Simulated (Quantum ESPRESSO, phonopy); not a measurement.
# LiCl (Fm-3m): a volume series of phonon spectra, part 2 of 2

Which modes of LiCl drive its thermal expansion?

Measurements to reproduce:
- volume expansion coefficient 131.4 1e-6/K and heat capacity C_P per formula unit 48.1 J/mol/K near room temperature (given in “High-Throughput Prediction of Finite-Temperature Properties using the Quasi-Harmonic Approximation”, 2016, arXiv:1603.06924)
- volume expansion coefficient 131.1 1e-6/K near room temperature (given in “Descriptors for thermal expansion in solids”, 2017, arXiv:1701.03966)

Quantum ESPRESSO 7.5; DFT PBE, scalar-relativistic, plane waves, GBRV ultrasoft pseudopotentials.

So far. Step 17 (Self-consistent run, V/V0 1.03): The run ends at a pressure of -0.88 GPa. Step 18 (Born charges and dielectric tensor): The Born charges sum to zero within 0.0053 e; the rest is removed before use. Acoustic frequencies in this log differ from zero by the error of the sum rule, which ph.x does not impose.

The database entry behind the starting cell differs from later determinations by our own check (0.1 to 0.3 % short, probably kX units), so it need not match the best structure at ambient conditions.

## 19. A displaced supercell

System of this step: LiCl. The cell holds 54 atoms: 27 Li and 27 Cl. Cell: a = 11.030 Å, b = 11.030 Å, c = 11.030 Å, α = 60.0°, β = 60.0°, γ = 60.0°. It derives from LiCl, repeated 3×3×3.

File disp-00001.in:

```
&CONTROL
  calculation = 'scf'
  prefix      = 'x'
  outdir      = './tmp'
  pseudo_dir  = './pseudo'
  tprnfor     = .true.
  disk_io     = 'none'
/
&SYSTEM
  ibrav       = 0
  nat         = 54
  ntyp        = 2
  ecutwfc     = 45.0
  ecutrho     = 270.0
  occupations = 'fixed'
  nbnd        = 137
/
&ELECTRONS
  conv_thr         = 1.0d-11
  mixing_beta      = 0.7
  electron_maxstep = 100
/
ATOMIC_SPECIES
 Li      6.9400  Li.upf
 Cl     35.4500  Cl.upf
CELL_PARAMETERS angstrom
     0.000000000    7.799415657    7.799415657
     7.799415657    0.000000000    7.799415657
     7.799415657    7.799415657    0.000000000
ATOMIC_POSITIONS crystal
 Li     0.001813230   0.000000000   0.000000000
 Li     0.333333333   0.000000000   0.000000000
 Li     0.666666667   0.000000000   0.000000000
 Li     0.000000000   0.333333333   0.000000000
 Li     0.333333333   0.333333333   0.000000000
 Li     0.666666667   0.333333333   0.000000000
 Li     0.000000000   0.666666667   0.000000000
 Li     0.333333333   0.666666667   0.000000000
[... 42 atom lines left out ...]
 Cl     0.833333333   0.500000000   0.833333333
 Cl     0.166666667   0.833333333   0.833333333
 Cl     0.500000000   0.833333333   0.833333333
 Cl     0.833333333   0.833333333   0.833333333
K_POINTS automatic
 2 2 2 0 0 0
```

Run with:

```console
$ OMP_NUM_THREADS=1 mpirun -n 2 pw.x -nk 2 -in disp-00001.in > disp-00001.out
```

It took 23 min on 2 MPI ranks of Arm Neoverse V1, shared host.

Residual by cycle:

cycle, log10 residual and a bar from the least value:
```
        1       -0.3 ##############################
        2       -1.6 #########################
        3       -3.0 ####################
        4       -3.0 ####################
        5       -3.8 #################
        6       -4.4 ###############
        7       -5.7 ###########
        8       -6.3 ########
        9       -7.0 ######
       10       -8.7
```

The run was cut off at its time limit.

After 10 cycles the residual stands at 2.1e-9.

## 20. Self-consistent run, V/V0 0.97

System of this step: LiCl. The structure is cubic, space group Fm-3m (No. 225). The conventional cell has a = 5.097 Å, b = 5.097 Å, c = 5.097 Å, α = 90.00°, β = 90.00°, γ = 90.00°. Nearest to Li lie 6 Cl at 2.55 Å. Nearest to Cl lie 6 Li at 2.55 Å. Farther neighbours and most contacts between anions are not listed.

The cell differs from the one that the last finished run ended in (a 3.677 → 3.604 Å, b 3.677 → 3.604 Å, c 3.677 → 3.604 Å).

File scf.in:

```
&CONTROL
  calculation = 'scf'
  prefix      = 'x'
  outdir      = './tmp'
  pseudo_dir  = './pseudo'
  tprnfor     = .true.
  tstress     = .true.
/
&SYSTEM
  ibrav       = 0
  nat         = 2
  ntyp        = 2
  ecutwfc     = 45.0
  ecutrho     = 270.0
  occupations = 'fixed'
  nbnd        = 7
/
&ELECTRONS
  conv_thr         = 1.0d-12
  mixing_beta      = 0.7
  electron_maxstep = 100
/
ATOMIC_SPECIES
 Li      6.9400  Li.upf
 Cl     35.4500  Cl.upf
CELL_PARAMETERS angstrom
     0.000000000    2.548310328    2.548310328
     2.548310328    0.000000000    2.548310328
     2.548310328    2.548310328    0.000000000
ATOMIC_POSITIONS crystal
 Li     0.000000000   0.000000000   0.000000000
 Cl     0.500000000   0.500000000   0.500000000
K_POINTS automatic
 8 8 8 0 0 0
```

Run with:

```console
$ OMP_NUM_THREADS=1 mpirun -n 4 pw.x -nk 4 -in scf.in > scf.out
```

Elapsed: 3.3 s, on 4 MPI ranks.

The run ends at a pressure of 1.04 GPa.

## 21. Born charges and dielectric tensor

File ph.in:

```
phonons
&INPUTPH
  prefix = 'x'
  outdir = './tmp'
  fildyn = 'x.dyn'
  tr2_ph = 1.0d-18
  epsil  = .true.
/
0.000000000 0.000000000 0.000000000
```

scf.in is that of step 20.

Run with:

```console
$ OMP_NUM_THREADS=1 mpirun -n 4 ph.x -nk 4 -in ph.in > ph.out
```

Elapsed: 39 s, on 4 MPI ranks.

The Born charges sum to zero within 0.0054 e; the rest is removed before use. Acoustic frequencies in this log differ from zero by the error of the sum rule, which ph.x does not impose.

## 22. Forces on a displaced cell

System of this step: LiCl. The cell holds 54 atoms: 27 Li and 27 Cl. Its edges and angles: a = 10.812 Å, b = 10.812 Å, c = 10.812 Å, α = 60.0°, β = 60.0°, γ = 60.0°. It derives from LiCl, repeated 3×3×3.

disp-00001.in: that of step 19 with these lines changed.

```diff
@@ -26,7 +26,7 @@
 CELL_PARAMETERS angstrom
-     0.000000000    7.799415657    7.799415657
-     7.799415657    0.000000000    7.799415657
-     7.799415657    7.799415657    0.000000000
+     0.000000000    7.644930985    7.644930985
+     7.644930985    0.000000000    7.644930985
+     7.644930985    7.644930985    0.000000000
 ATOMIC_POSITIONS crystal
- Li     0.001813230   0.000000000   0.000000000
+ Li     0.001849871   0.000000000   0.000000000
  Li     0.333333333   0.000000000   0.000000000
```

Run with:

```console
$ OMP_NUM_THREADS=1 mpirun -n 2 pw.x -nk 2 -in disp-00001.in > disp-00001.out
```

It took 19 min on 2 MPI ranks.

Residual by cycle:

cycle, log10 residual and a bar from the least value:
```
        1       -0.3 ##############################
        2       -1.6 #########################
        3       -3.0 ###################
        4       -3.3 ##################
        5       -4.1 ###############
        6       -4.9 ############
        7       -5.7 #########
        8       -6.4 ######
        9       -8.0
```

The run was cut off at its time limit.

After 9 cycles the residual stands at 1.0e-8.

## 23. Self-consistent run, V/V0 1.05

System of this step: LiCl. Symmetry: Fm-3m, No. 225, cubic system. The conventional cell has a = 5.233 Å, b = 5.233 Å, c = 5.233 Å, α = 90.00°, β = 90.00°, γ = 90.00°. Nearest to Li lie 6 Cl at 2.62 Å. Nearest to Cl lie 6 Li at 2.62 Å. Farther neighbours and most contacts between anions are not listed.

The cell differs from the one that the last finished run ended in (a 3.604 → 3.700 Å, b 3.604 → 3.700 Å, c 3.604 → 3.700 Å).

scf.in: that of step 21 with these lines changed.

```diff
@@ -26,5 +26,5 @@
 CELL_PARAMETERS angstrom
-     0.000000000    2.548310328    2.548310328
-     2.548310328    0.000000000    2.548310328
-     2.548310328    2.548310328    0.000000000
+     0.000000000    2.616524683    2.616524683
+     2.616524683    0.000000000    2.616524683
+     2.616524683    2.616524683    0.000000000
 ATOMIC_POSITIONS crystal
```

Run with:

```console
$ OMP_NUM_THREADS=1 mpirun -n 4 pw.x -nk 4 -in scf.in > scf.out
```

It took 3.6 s on 4 MPI ranks; 14 s of CPU time.

The run ends at a pressure of -1.40 GPa.

## 24. Born charges and dielectric tensor

ph.in is that of step 21.

scf.in is that of step 23.

Run with:

```console
$ OMP_NUM_THREADS=1 mpirun -n 4 ph.x -nk 4 -in ph.in > ph.out
```

Elapsed: 41 s, on 4 MPI ranks; 2.7 min of CPU time.

The Born charges sum to zero within 0.0053 e; the rest is removed before use. Acoustic frequencies in this log differ from zero by the error of the sum rule, which ph.x does not impose.

## 25. A displaced supercell

System of this step: LiCl. The cell holds 54 atoms: 27 Li and 27 Cl. Its edges and angles: a = 11.101 Å, b = 11.101 Å, c = 11.101 Å, α = 60.0°, β = 60.0°, γ = 60.0°. It derives from LiCl, repeated 3×3×3.

disp-00001.in: that of step 22 with these lines changed.

```diff
@@ -26,7 +26,7 @@
 CELL_PARAMETERS angstrom
-     0.000000000    7.644930985    7.644930985
-     7.644930985    0.000000000    7.644930985
-     7.644930985    7.644930985    0.000000000
+     0.000000000    7.849574049    7.849574049
+     7.849574049    0.000000000    7.849574049
+     7.849574049    7.849574049    0.000000000
 ATOMIC_POSITIONS crystal
- Li     0.001849871   0.000000000   0.000000000
+ Li     0.001801644   0.000000000   0.000000000
  Li     0.333333333   0.000000000   0.000000000
```

Run with:

```console
$ OMP_NUM_THREADS=1 mpirun -n 2 pw.x -nk 2 -in disp-00001.in > disp-00001.out
```

Run time: 16 min. Hardware: 2 MPI ranks.

Residual by cycle:

cycle, log10 residual and a bar from the least value:
```
        1       -0.3 ##############################
        2       -1.6 #######################
        3       -3.0 ###############
        4       -2.9 ################
        5       -3.8 ###########
        6       -4.3 ########
        7       -5.8
```

The run was cut off at its time limit.

After 7 cycles the residual stands at 1.7e-6.

## 26. Mode Grüneisen parameters

This step: DFT PBE, scalar-relativistic, plane waves, GBRV ultrasoft pseudopotentials (phonopy 4.10.0).

Numbers from this step:

```
share of modes with a negative Grüneisen parameter : 0
```

Mean Grüneisen, by row:

```tsv
T (K)	heat-capacity-weighted mean	root mean square
50	2.084	2.29
100	2.189	2.404
200	2.169	2.391
300	2.154	2.38
500	2.145	2.372
800	2.141	2.369
```

The mean mode Grueneisen parameter by wavenumber:

```tsv
wavenumber (cm⁻¹)	mean mode Grueneisen parameter
6	-
19	1.64
32	2.15
45	2.06
58	1.53
71	1.99
84	2.19
97	1.98
110	1.94
123	1.55
136	1.31
149	1.35
162	2.25
175	3
188	2.75
201	2.38
214	2.21
226	2.03
239	1.73
252	1.71
265	1.51
278	1.37
291	1.25
304	1.21
317	1.12
330	1.07
343	1
356	0.952
369	0.93
382	0.912
```

Volume series, by row:

```tsv
V/V0	V (Å³/atom)	pressure (GPa)	E - E0 (meV/atom)	gap (eV)	zero-point energy (meV/atom)	lowest on the path (cm⁻¹)	highest at Gamma without the LO-TO term (cm⁻¹)
0.985	16.8	0.498	0.411	6.351	34.67	0	179.1
1	17.06	0.001	0	6.264	33.6	0	168.2
1.015	17.32	-0.459	0.347	6.181	32.6	0	157.4
```

The optical frequency at Gamma without the LO-TO term, mode 4 by V/V0:

```tsv
V/V0	optical frequency at Gamma without the LO-TO term, mode 4 (cm⁻¹)
0.9850	179
1.0000	168
1.0150	157
```

Grüneisen at points, by row:

```tsv
point	branch	frequency (cm⁻¹)	mode Grüneisen parameter
Γ	4	168.2	4.29
Γ	6	383.2	0.94
X	1	130.6	0.35
X	3	164.4	3.84
X	6	194.6	1.4
U	1	127.4	1.46
U	2	164.9	1.43
U	3	178.3	3.47
U	4	179.7	0.87
U	5	189.5	3.51
U	6	240.4	1.91
K	1	127.4	1.46
K	2	164.9	1.43
K	3	178.3	3.47
K	4	179.7	0.87
K	5	189.5	3.51
K	6	240.4	1.91
L	1	104.7	2.66
L	3	192.2	2.68
L	5	203.3	1.28
L	6	387.9	0.88
W	1	142.4	1.82
W	2	168.4	0.84
W	4	189.7	3.5
W	6	231.8	1.91
```

## 27. Results

- mean mode Grüneisen parameter at 300 K: 2.15

**Reading.** Too few volumes were finished for a free-energy fit, so no expansion is given. The heat-capacity-weighted Grüneisen parameter goes from 2.08 at 50 K to 2.14 at 800 K. Weighting γ by the density of states and each mode's heat capacity at 300 K, modes below 130 cm⁻¹ give about 22 % of the sum of γC that drives the expansion, those up to 260 cm⁻¹ 72 % and the rest 6 %. Among the labelled points γ is largest for branch 4 at Γ (168 cm⁻¹, 4.3) and smallest for branch 1 at X (131 cm⁻¹, 0.35). The supercell is 8.9 Å across at its narrowest and was not tested against a larger one: only its own wavevectors are exact, and acoustic branches between them, with the entropy at low temperature, can be off.

[Logs are printed without paths, hosts, clocks, repeated set-up lines and the standing remarks that a program may print on its own settings, such as how far it seeks lower states.]

[Hosts, paths, dates, database ids (printed as entryN), source tags and the programs' standing remarks are cut or masked in the printed files.]

[A step with changed settings may run another functional than the one named; its input shows which.]

[Of the runs on displaced cells, only some may be shown.]
